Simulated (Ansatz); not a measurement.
# A hypothetical structure for BeH

This structure for BeH is made up. Its elements were placed in a known structure type with a cell scaled to their sizes. What cell does the guess relax to, and how far off was it?

Main program and level: Ansatz 0.2.0; DFT, PBE, plane-wave PAW, files of the set soft_1, scalar-relativistic, no spin, cell and ions relaxed at zero pressure; PAW set soft_1, in the first sound run; inputs show where later runs differ.

## (1) The starting structure

It takes space group Fm-3m (No. 225, cubic). Conventional cell: a = 3.643 Å, b = 3.643 Å, c = 3.643 Å, α = 90.00°, β = 90.00°, γ = 90.00°. Nearest to Be lie 6 H at 1.82 Å. Nearest to H lie 6 Be at 1.82 Å. Farther neighbours are not listed.

## (2) Relaxing cell and atoms

The guess takes its coordinates from another compound and its volume from a rule, so the cell and any free coordinates are relaxed together.

input.yaml reads:

```yaml
crystal:
  lattice:
    - [0.0, 1.8215, 1.8215]
    - [1.8215, 0.0, 1.8215]
    - [1.8215, 1.8215, 0.0]
  atoms:
    - { symbol: Be, position: [0.0, 0.0, 0.0] }
    - { symbol: H, position: [0.5, 0.5, 0.5] }
kpoints:
  mp_grid: { grid: [12, 12, 12] }
scf:
  occupations: { method: fermi_dirac, width: 0.05 }
hamiltonian:
  xc: pbe
  pseudopotentials: { kind: paw, azcp: { folder: soft_1 } }
relax:
  f_tol: 0.015
  max_steps: 70
  cell: {}
output:
  forces: true
  stress: true
```

The run is started by

```
$ ansatz run input.yaml --threads 4 --pin off --max-ram 8192MiB --backend cpu --events-out ev --progress --plain --runs-dir out
```

Numbers of over 12 decimals in the logs are rounded to 6 here.

The program printed:

```text
Engine: ansatz 0.2.0, x86_64-unknown-linux-gnu
Pseudopotentials: kind: paw
Pseudopotential: Be, paw, valence charge 2, recommended cutoff 420 eV (normal), soft_1/Be.paw.azcp
Pseudopotential: H, paw, valence charge 1, recommended cutoff 420 eV (normal), soft_1/H.paw.azcp
Functional definition: PBE
  parameter kappa = 0.804
  parameter beta = 0.066725
  exchange = pbe_x(kappa = kappa, mu = beta*pi^2/3)
  correlation = pbe_c(beta = beta)
Crystal: 2 atoms, lattice volume = 12.087 Å³
Basis set: ecut = 420 eV, 259 PW (Γ), exchange–correlation on 36×36×36 points (8 copies of the dense FFT grid, shifted against one another)
Bands: 6, of which v1, the nominal top of the filled ones, is band 2 counted from 1 (1 counted from 0)
Symmetry: 48 space group operations
Space group: Fm-3m (ITA 225), of the structure as read, at distance tolerance 2.3e-5 Å
k-points: 72 of 1728
Non-local potential: Be, projectors of the file, l = 0: 2, l = 1: 2, l = 2: 1
Non-local potential: H, projectors of the file, l = 0: 2, l = 1: 1
PAW form: soft (Blöchl's): semilocal exchange-correlation on the pseudo side does not see the compensation charge
PAW one-centre angular grid: Be, 110 points (default); XC on 64 Gauss nodes
PAW one-centre angular grid: H, 110 points (default); XC on 64 Gauss nodes
Initial density: superposition of atomic densities (chi_scale 0.1, normalization cell, long waves kept (reshape's long-wave potential 0.00 eV rms))
Initial wavefunctions: pseudopotential atomic-orbital guess
Functional: x = pbe(κ = 0.804, μ = 0.219515), c = pbe(β = 0.066725)
SCF iter   1: F=—  HF=-107.463575 eV  |F-HF|=—  |Δ(HF+E_count)|=         —  Δρ=3.10e-2  dr2=9.13e-2  ethr=3.10e-3  ⟨swp⟩=4.9  Hψ=3688  notcnv=0
preconditioner: auto → none  [insulator: Δε(μ)=0.205 eV  Ē_g=16.072 eV  σ=0.050 eV  W_gap=0.51  n_scr=0 (ndim 8)  ℏωp=18.5 eV  f_vac=0.000  D(μ)=0.47/eV (n_scr^D=0)  ε∞_Penn≈2.3]
SCF iter   2: F=—  HF=-107.431572 eV  |F-HF|=—  |Δ(HF+E_count)|=   3.20e-2  Δρ=1.03e-2  dr2=1.02e-2  ethr=3.04e-3  ⟨swp⟩=1.2  Hψ=1020  notcnv=0
SCF iter   3: F=—  HF=-107.426216 eV  |F-HF|=—  |Δ(HF+E_count)|=   5.36e-3  Δρ=6.00e-4  dr2=1.16e-5  ethr=3.40e-4  ⟨swp⟩=2.2  Hψ=657  notcnv=0  defer=29
SCF iter   4: F=—  HF=-107.426170 eV  |F-HF|=—  |Δ(HF+E_count)|=   4.54e-5  Δρ=3.23e-5  dr2=1.14e-7  ethr=3.86e-7  ⟨swp⟩=2.0  Hψ=510  notcnv=0  defer=29
SCF iter   5: F=-107.426170 eV  HF=-107.426170 eV  |F-HF|=7.21e-11  |Δ(HF+E_count)|=   3.55e-8  Δρ=4.35e-6  dr2=8.14e-10  ethr=3.33e-9  ⟨swp⟩=3.0  Hψ=838  notcnv=0
SCF 1 converged in 5 iterations: F = -107.426170 eV  dr2 = 8.14e-10
  greatest PAW one-centre occupation: 0.315 electrons in one spin orbital (limit 2), on the Be atom at site 0 (counted from 0), in its partial waves of l = 0
relax step   1: F+E_penalty+E_count = -107.42617038 eV  Δ(F+E_penalty+E_count) = +0.000e0 eV  max|allowed force component| = 1.446e-30 eV/Å  Δτ_max = 0.0000 Å  P = -6.428 GPa  Ω = 12.087 Å³  (5 SCF iters, dr2 threshold 1.00e-7 eV, accepted)
Crystal: 2 atoms, lattice volume = 11.472 Å³
Basis set: ecut = 420 eV, 229 PW (Γ), exchange–correlation on 36×36×36 points (8 copies of the dense FFT grid, shifted against one another)
Initial density: handed on by an earlier stage of this run
Initial wavefunctions: those handed on with the density
iter 1 solved again at ethr=1.09e-5 eV; its pass at ethr=3.10e-3 eV (dr2=3.27e-4 eV) is discarded
SCF iter   1: F=—  HF=-107.442357 eV  |F-HF|=—  |Δ(HF+E_count)|=         —  Δρ=2.31e-3  dr2=3.31e-4  ethr=1.09e-5  ⟨swp⟩=1.0  Hψ=4039  notcnv=0
preconditioner: auto → none  [metal: Δε(μ)=0.017 eV  Ē_g=16.600 eV  σ=0.050 eV  W_gap=0.08  n_scr=0 (ndim 8)  ℏωp=19.0 eV  f_vac=0.000  D(μ)=0.44/eV (n_scr^D=0)]
SCF iter   2: F=—  HF=-107.442218 eV  |F-HF|=—  |Δ(HF+E_count)|=   1.39e-4  Δρ=9.34e-4  dr2=4.94e-5  ethr=1.09e-5  ⟨swp⟩=1.0  Hψ=432  notcnv=0
SCF iter   3: F=—  HF=-107.442189 eV  |F-HF|=—  |Δ(HF+E_count)|=   2.83e-5  Δρ=6.47e-5  dr2=1.65e-7  ethr=6.67e-9  ⟨swp⟩=3.0  Hψ=1297  notcnv=0
SCF iter   4: F=-107.442189 eV  HF=-107.442189 eV  |F-HF|=2.78e-10  |Δ(HF+E_count)|=   1.39e-7  Δρ=2.95e-6  dr2=4.00e-10  ethr=5.51e-9  ⟨swp⟩=1.7  Hψ=1231  notcnv=0
SCF 2 converged in 4 iterations: F = -107.442189 eV  dr2 = 4.00e-10
  greatest PAW one-centre occupation: 0.323 electrons in one spin orbital (limit 2), on the Be atom at site 0 (counted from 0), in its partial waves of l = 0
relax step   2: F+E_penalty+E_count = -107.44218906 eV  Δ(F+E_penalty+E_count) = -1.602e-2 eV  max|allowed force component| = 2.034e-31 eV/Å  Δτ_max = 0.0000 Å  P = -1.524 GPa  Ω = 11.472 Å³  energy of the carried Pulay correction = +4.029e-4 eV  (4 SCF iters, dr2 threshold 2.00e-7 eV, accepted)
Crystal: 2 atoms, lattice volume = 11.294 Å³
iter 1 solved again at ethr=1.07e-6 eV; its pass at ethr=3.10e-3 eV (dr2=3.21e-5 eV) is discarded
SCF iter   1: F=—  HF=-107.443115 eV  |F-HF|=—  |Δ(HF+E_count)|=         —  Δρ=7.25e-4  dr2=3.23e-5  ethr=1.07e-6  ⟨swp⟩=1.3  Hψ=3782  notcnv=0
preconditioner: auto → none  [metal: Δε(μ)=0.027 eV  Ē_g=16.781 eV  σ=0.050 eV  W_gap=0.13  n_scr=0 (ndim 8)  ℏωp=19.1 eV  f_vac=0.000  D(μ)=0.43/eV (n_scr^D=0)]
SCF iter   2: F=—  HF=-107.443102 eV  |F-HF|=—  |Δ(HF+E_count)|=   1.31e-5  Δρ=2.91e-4  dr2=4.71e-6  ethr=1.07e-6  ⟨swp⟩=1.0  Hψ=432  notcnv=0
SCF iter   3: F=-107.443099 eV  HF=-107.443099 eV  |F-HF|=1.57e-8  |Δ(HF+E_count)|=   2.81e-6  Δρ=2.07e-5  dr2=1.58e-8  ethr=6.67e-9  ⟨swp⟩=3.0  Hψ=1295  notcnv=0
SCF 3 converged in 3 iterations: F = -107.443099 eV  dr2 = 1.58e-8
  greatest PAW one-centre occupation: 0.326 electrons in one spin orbital (limit 2), on the Be atom at site 0 (counted from 0), in its partial waves of l = 0
relax step   3: F+E_penalty+E_count = -107.44309882 eV  Δ(F+E_penalty+E_count) = -9.098e-4 eV  max|allowed force component| = 1.541e-31 eV/Å  Δτ_max = 0.0000 Å  P = +0.126 GPa  Ω = 11.294 Å³  energy of the carried Pulay correction = +5.239e-4 eV  (3 SCF iters, dr2 threshold 2.00e-7 eV, accepted)
Crystal: 2 atoms, lattice volume = 11.307 Å³
iter 1 solved again at ethr=5.50e-9 eV; its pass at ethr=3.10e-3 eV (dr2=1.65e-7 eV) is discarded
SCF iter   1: F=—  HF=-107.443095 eV  |F-HF|=—  |Δ(HF+E_count)|=         —  Δρ=4.65e-5  dr2=1.66e-7  ethr=5.50e-9  ⟨swp⟩=1.3  Hψ=3788  notcnv=0
preconditioner: auto → none  [metal: Δε(μ)=0.026 eV  Ē_g=16.766 eV  σ=0.050 eV  W_gap=0.13  n_scr=0 (ndim 8)  ℏωp=19.1 eV  f_vac=0.000  D(μ)=0.43/eV (n_scr^D=0)]
SCF iter   2: F=-107.443095 eV  HF=-107.443095 eV  |F-HF|=9.92e-9  |Δ(HF+E_count)|=   3.20e-7  Δρ=1.62e-5  dr2=1.98e-8  ethr=1.33e-9  ⟨swp⟩=2.1  Hψ=1194  notcnv=0
SCF 4 converged in 2 iterations: F = -107.443095 eV  dr2 = 1.98e-8
relax step   4: F+E_penalty+E_count = -107.44309488 eV  Δ(F+E_penalty+E_count) = +3.941e-6 eV  max|allowed force component| = 1.633e-31 eV/Å  Δτ_max = 0.0000 Å  P = -0.002 GPa  Ω = 11.307 Å³  energy of the carried Pulay correction = +5.147e-4 eV  (2 SCF iters, dr2 threshold 3.98e-8 eV, accepted)
Initial wavefunctions: pseudopotential atomic-orbital guess (no wavefunctions were taken with the density)
iter 1 solved again at ethr=9.58e-9 eV; its pass at ethr=3.10e-3 eV (dr2=2.87e-7 eV) is discarded
SCF iter   1: F=—  HF=-107.442646 eV  |F-HF|=—  |Δ(HF+E_count)|=         —  Δρ=1.45e-4  dr2=2.83e-7  ethr=9.58e-9  ⟨swp⟩=2.8  Hψ=5021  notcnv=0
SCF iter   2: F=—  HF=-107.442647 eV  |F-HF|=—  |Δ(HF+E_count)|=   1.23e-6  Δρ=7.18e-5  dr2=5.77e-8  ethr=9.44e-9  ⟨swp⟩=2.0  Hψ=507  notcnv=0
SCF iter   3: F=—  HF=-107.442648 eV  |F-HF|=—  |Δ(HF+E_count)|=   3.33e-7  Δρ=6.04e-6  dr2=4.05e-10  ethr=1.92e-9  ⟨swp⟩=2.2  Hψ=522  notcnv=0
SCF iter   4: F=-107.442648 eV  HF=-107.442648 eV  |F-HF|=1.51e-12  |Δ(HF+E_count)|=   2.71e-9  Δρ=1.51e-7  dr2=7.22e-13  ethr=1.00e-12  ⟨swp⟩=4.5  Hψ=1011  notcnv=0
SCF 5 converged in 4 iterations: F = -107.442648 eV  dr2 = 7.22e-13
relax step   5: F+E_penalty+E_count = -107.44264774 eV  Δ(F+E_penalty+E_count) = +4.471e-4 eV  max|allowed force component| = 1.592e-31 eV/Å  Δτ_max = 0.0000 Å  P = -0.021 GPa  Ω = 11.307 Å³  stress off target by 2.07e-2 GPa  SCF on the basis re-selected at this cell (its energy is not comparable with the rows above)  (4 SCF iters)
basis re-selected at this cell: Δ(F+E_penalty+E_count) = +4.471e-4 eV, ΔP = -0.019 GPa vs the last step (what re-selecting the basis moved, of the pressure what is left beyond the Pulay correction that the steps carried, after the strain that the cell walked since its last selection, with what the two solves' SCF thresholds leave and, on support functions, any second-order correction that the steps lacked; it is no m [...]
SCF converged after 4 iterations
Free energy (F): -107.442648 eV
Harris-Foulkes:  -107.442648 eV  (|F-HF|=1.51e-12)
Internal energy: -107.439423 eV  (E = F + TS)
E sigma→0 (E₀):  -107.441035 eV
Entropy (-TS):   -0.003225 eV (-1.612 meV/atom)
Fermi energy:    7.316144 eV
--- Per-component energies (eV) ---
  E_band       = 3.398172
  E_kinetic    = 33.799856
  E_local      = -3.269143  (includes V_loc(G=0)·N_el)
  E_nonlocal   = 4.255715
  E_hartree    = 1.430967
  E_xc         = -29.220174
  E_vxc        = -32.181220  (∫ρ·V_xc dr)
  E_paw        = -59.303097  (= ΣΔE_a)
  E_vpaw       = -2.068199  (= ΣTr[D̂ρ^β])
  E_aug_tail   = -0.000771  (compensation charges beyond the density's cutoff)
  E_ewald      = -55.132776
  E_smearing   = -0.003225  (= −TS)
  E_closure    = 0.000000  (closes the sum)
  Σ components = -107.442648   (vs F -107.442648, Δ=0.00e0)
--- Forces (eV/Å), atoms counted from 1 ---
  atom   1  Be    -0.00000000     0.00000000     0.00000000
  atom   2  H      0.00000000    -0.00000000     0.00000000
  max |Σ_I F_I| component: 2.18e-31 eV/Å
--- Stress (GPa, compression-positive) ---
       -0.020656       0.000000       0.000000
       -0.000000      -0.020656       0.000000
        0.000000      -0.000000      -0.020656
  P = ⅓ Tr σ = -0.0207 GPa (-0.207 kbar)
--- Relaxed structure (4 steps of the walk, 4 accepted, 1 SCFs on fresh bases) ---
  F+E_penalty+E_count = -107.44264774 eV   max|allowed force component| = 1.592e-31 eV/Å   (the final SCF, on the basis selected at the relaxed cell)
  cell:  # Å, volume = 11.3074 Å³
    - [0, 1.781468, 1.781468]
    - [1.781468, 0, 1.781468]
    - [1.781468, 1.781468, 0]
  atoms:
    - { symbol: Be, position: [0, 0, 0] }
    - { symbol: H, position: [0.5, 0.5, 0.5] }
```

The job ended after 4.5 s (4 threads of Intel Xeon Platinum 8488C (Sapphire Rapids), shared host; peak memory 0.35 GiB).

The steps of the relaxation:

```
step  energy less that of the first step (eV)  largest force component (eV/Å)  pressure (GPa)  volume (Å³)
   1                                   0.0000                          0.0000           -6.43        12.09
   2                                  -0.0160                          0.0000           -1.52        11.47
   3                                  -0.0169                          0.0000            0.13        11.29
   4                                  -0.0169                          0.0000            0.00        11.31
  5*                                  -0.0165                          0.0000           -0.02        11.31
```

Relaxation steps marked * repeat the geometry before them on a plane-wave basis chosen anew for their cell, so energy and pressure can jump there.

The run keeps the 48 symmetry operations that it works with, so distortions that break them were not tested.

```
conventional cell, symmetrised  before  after  change
                         a (Å)   3.643  3.563  -2.2 %
                         b (Å)   3.643  3.563  -2.2 %
                         c (Å)   3.643  3.563  -2.2 %
              volume (Å³/atom)    6.04   5.65  -6.4 %
```

Final coordinates:

```cif
data_structure
_symmetry_space_group_name_H-M 'P 1'
_symmetry_Int_Tables_number 1
_cell_length_a 2.5194
_cell_length_b 2.5194
_cell_length_c 2.5194
_cell_angle_alpha 60.000
_cell_angle_beta 60.000
_cell_angle_gamma 60.000
_cell_volume 11.31
loop_
_atom_site_label
_atom_site_type_symbol
_atom_site_fract_x
_atom_site_fract_y
_atom_site_fract_z
_atom_site_occupancy
Be1 Be 0.00000 0.00000 0.00000 1
H2 H 0.50000 0.50000 0.50000 1
```

This step gave:

- free energy: -107.4426 eV
- energy at zero smearing: -107.4410 eV
- smearing term TS: 0.003225 eV
- Fermi energy: 7.316 eV
- electrons: 3
- symmetry operations: 48
- pressure: -0.02066 GPa

The shortest distance of each pair, which need not be the same contact before and after:

```
 pair  guess (Å)  relaxed (Å)
 Be–H      1.821        1.781
Be–Be      2.576        2.519
  H–H      2.576        2.519
```

The relaxation ends with a pressure of -0.02 GPa.

## (3) Bands of the relaxed cell

A second self-consistent run takes a narrower smearing and the mesh shown in its input; the bands follow along the standard path of the relaxed lattice.

This step: DFT, PBE, plane-wave PAW, files of the set soft_1, scalar-relativistic, no spin, bands and density of states at the relaxed cell; PAW set soft_1 (Ansatz 0.2.0).

input.yaml reads:

```yaml
crystal:
  lattice:
    - [0.0, 1.7814675606, 1.7814675606]
    - [1.7814675606, 0.0, 1.7814675606]
    - [1.7814675606, 1.7814675606, 0.0]
  atoms:
    - { symbol: Be, position: [0.0, 0.0, 0.0] }
    - { symbol: H, position: [0.5, 0.5, 0.5] }
kpoints:
  mp_grid: { grid: [14, 14, 14] }
  band_path:
    path:
      - [[0.0, 0.0, 0.0], [0.5, 0.0, 0.5], [0.5, 0.25, 0.75], [0.375, 0.375, 0.75], [0.0, 0.0, 0.0], [0.5, 0.5, 0.5], [0.625, 0.25, 0.625], [0.5, 0.25, 0.75], [0.5, 0.5, 0.5], [0.375, 0.375, 0.75]]
      - [[0.625, 0.25, 0.625], [0.5, 0.0, 0.5]]
    npoints: 8
scf:
  occupations: { method: fermi_dirac, width: 0.03 }
  n_extra_bands: 6
hamiltonian:
  xc: pbe
  pseudopotentials: { kind: paw, azcp: { folder: soft_1 } }
output:
  forces: true
  stress: true
  write_bands: true
  dos: { projected: true }
  write_density: true
  write_potential: true
  elf: true
  volumetric_format: npy
```

The program printed:

```text
[...]
Crystal: 2 atoms, lattice volume = 11.307 Å³
Basis set: ecut = 420 eV, 229 PW (Γ), exchange–correlation on 36×36×36 points (8 copies of the dense FFT grid, shifted against one another)
Bands: 8, of which v1, the nominal top of the filled ones, is band 2 counted from 1 (1 counted from 0)
[... 1 set-up line as in the run before ...]
[...]
k-points: 104 of 2744
[...]
SCF iter   1: F=—  HF=-107.481447 eV  |F-HF|=—  |Δ(HF+E_count)|=         —  Δρ=3.23e-2  dr2=8.74e-2  ethr=3.10e-3  ⟨swp⟩=4.6  Hψ=5981  notcnv=0
[...]
SCF iter   5: F=-107.443782 eV  HF=-107.443782 eV  |F-HF|=1.37e-10  |Δ(HF+E_count)|=   4.84e-8  Δρ=4.12e-6  dr2=7.32e-10  ethr=3.33e-9  ⟨swp⟩=6.3  Hψ=3218  notcnv=0
SCF 1 converged in 5 iterations: F = -107.443782 eV  dr2 = 7.32e-10
[...]
NSCF: frozen V_eff on 82 k-points
SCF converged after 5 iterations
Free energy (F): -107.443782 eV
[...]
Internal energy: -107.442140 eV  (E = F + TS)
E sigma→0 (E₀):  -107.442961 eV
Entropy (-TS):   -0.001642 eV (-0.821 meV/atom)
Fermi energy:    7.427836 eV
[...]
--- Stress (GPa, compression-positive) ---
        0.290730       0.000000      -0.000000
       -0.000000       0.290730       0.000000
       -0.000000       0.000000       0.290730
  P = ⅓ Tr σ = 0.2907 GPa (2.907 kbar)
--- Band table (eV; the first three rows and the last of 104) ---
[...]
```

It took 0.43 s on 4 threads; peak memory 0.34 GiB.

This step gave:

```yaml
free_energy: -107.4438 eV
energy_at_zero_smearing: -107.4430 eV
smearing_term_ts: 0.001642 eV
fermi_energy: 7.428 eV
pressure: 0.2907 GPa
```

From bands.tsv, the bands that come nearest the Fermi level along the path, at its corners, in eV from the Fermi level:

```tsv
point	band 1	band 2	band 3	band 4	band 5	band 6
Γ	-13.83	13.13	13.13	13.13	14.85	21.76
X	-4.86	-3.56	5.56	5.56	10.68	11.17
W	-4.96	-0.74	-0.74	4.71	13.78	23.03
K	-5.55	-2.14	1.45	6.89	10.90	19.18
Γ	-13.83	13.13	13.13	13.13	14.85	21.76
L	-8.88	-2.48	11.32	11.32	11.69	17.96
U	-5.55	-2.14	1.45	6.89	10.90	19.18
W	-4.96	-0.74	-0.74	4.71	13.78	23.03
L	-8.88	-2.48	11.32	11.32	11.69	17.96
K	-5.55	-2.14	1.45	6.89	10.90	19.18
U	-5.55	-2.14	1.45	6.89	10.90	19.18
X	-4.86	-3.56	5.56	5.56	10.68	11.17
```

Counts of states for the cell as run, both spins, by energy window (eV from the Fermi level), total and by projection:

```
from  to  total  Be s   H s
  -8  -7   0.31  0.04  0.24
  -7  -6   0.26  0.02  0.21
  -6  -5   0.20  0.01  0.17
  -5  -4   0.00  0.00  0.00
  -4  -3   0.01  0.00  0.00
  -3  -2   0.12  0.04  0.01
  -2  -1   0.53  0.26  0.03
  -1   0   0.36  0.15  0.04
   0   1   0.29  0.10  0.04
   1   2   0.38  0.13  0.04
   2   3   0.38  0.10  0.04
   3   4   0.35  0.07  0.04
   4   5   0.34  0.06  0.03
   5   6   0.56  0.14  0.03
```

Below -8 eV lie 1.2 more states.

Electrostatic potential energy in the ac plane of the conventional cell at fractional y = 0.000, with atoms of Be and H within 0.2 Å of it. With pseudopotentials it is smooth inside the atoms' cores, unlike the true potential.

Ten even steps from '0' (-36 eV) to '9' (6 eV), each cell a mean:
```
01589842599731
34799987899863
78999999999987
99999988899999
89999754589999
46998411258985
04897300148972
25997310158984
78998633479998
99999877899999
88999999999998
45899998999975
12589854699841
01489720489730
```
Columns run along a (3.6 Å; values clipped at the 3rd and 97th percentile), rows up along c (3.6 Å), edges of the conventional cell, whose origin can differ from the input's. Atoms in or near the plane, at fractional coordinates: Be at (0.00, 0.00), Be at (0.50, 0.50), H at (0.50, 0.00), H at (0.00, 0.50).

Valence density in the ac plane of the conventional cell at fractional y = 0.000, with atoms of Be and H within 0.2 Å of it. It is the smooth field of the valence electrons, not physical close to the nuclei.

Ten even steps from '0' (0.1 e/Å³) to '9' (1.5 e/Å³), each cell a mean:
```
00011257421100
00111223211100
11101111111011
11100111110111
22111100011112
53211000001124
95211000001137
74211000001125
32111000011122
11110111110111
11101111110011
00111122211110
00011245321100
00011379521100
```
Columns run along a (3.6 Å), rows up along c (3.6 Å), edges of the conventional cell, whose origin can differ from the input's. Atoms in or near the plane, at fractional coordinates: Be at (0.00, 0.00), Be at (0.50, 0.50), H at (0.50, 0.00), H at (0.00, 0.50).

ELF in the ac plane of the conventional cell at fractional y = 0.000, with atoms of Be and H within 0.2 Å of it. It is the smooth field of the valence electrons, not physical close to the nuclei.

Ten even steps from '_' (0.00) to '@' (0.98), each cell a mean:
```
____::==**%%@@@@@@##++--..__
__..--==++**%%%%##**==--::..
----======++****++======----
++++======================++
####++====--::..::--====**##
@@%%##++--..______::==++##@@
@@@@##++--________..==**%%@@
@@@@##++--..______::==**%%@@
%%##**==--::..__..--==++**%%
**++======--------======++**
============++++++==========
..::--====**######++====--::
____::==++##@@@@%%##++--..__
____..==**%%@@@@@@##++--____
```
Columns run along a (3.6 Å), rows up along c (3.6 Å), edges of the conventional cell, whose origin can differ from the input's. Atoms in or near the plane, at fractional coordinates: Be at (0.00, 0.00), Be at (0.50, 0.50), H at (0.50, 0.00), H at (0.00, 0.50).

## (4) What came out

* space group, relaxed: Fm-3m
* conventional cell: a = 3.563, b = 3.563, c = 3.563 Å; α = 90.0°, β = 90.0°, γ = 90.0°
* volume per atom: 5.65 Å³ (guess 6.04)

**Reading.** BeH relaxes to Fm-3m with a = 3.563, b = 3.563 and c = 3.563 Å. The guessed volume was 7 % too large. The space group Fm-3m was held in the relaxation, so the end point is a stationary structure within it and may be a saddle against distortions or other arrangements. Bands cross the Fermi level, so it is a metal or semimetal at this level. The electron count is odd, which forces that without spin polarisation or a larger cell. On the 14×14×14 mesh with the narrower smearing (relaxed on 12×12×12) the forces vanish, as symmetry may demand, and the largest stress component is 0.291 GPa, against the relaxation's thresholds of 0.015 eV/Å and 0.05 GPa. The cutoff wasn't tested. No dispersion term is used, so weakly bound directions may come out too long. Nothing here tests whether the compound is stable against decomposition.

[Logs are printed without paths, hosts, clocks, repeated set-up lines and the standing remarks that a program may print on its own settings, such as how far it seeks lower states.]

[Hosts, paths, dates, database ids (printed as entryN), source tags and the programs' standing remarks are cut or masked in the printed files.]
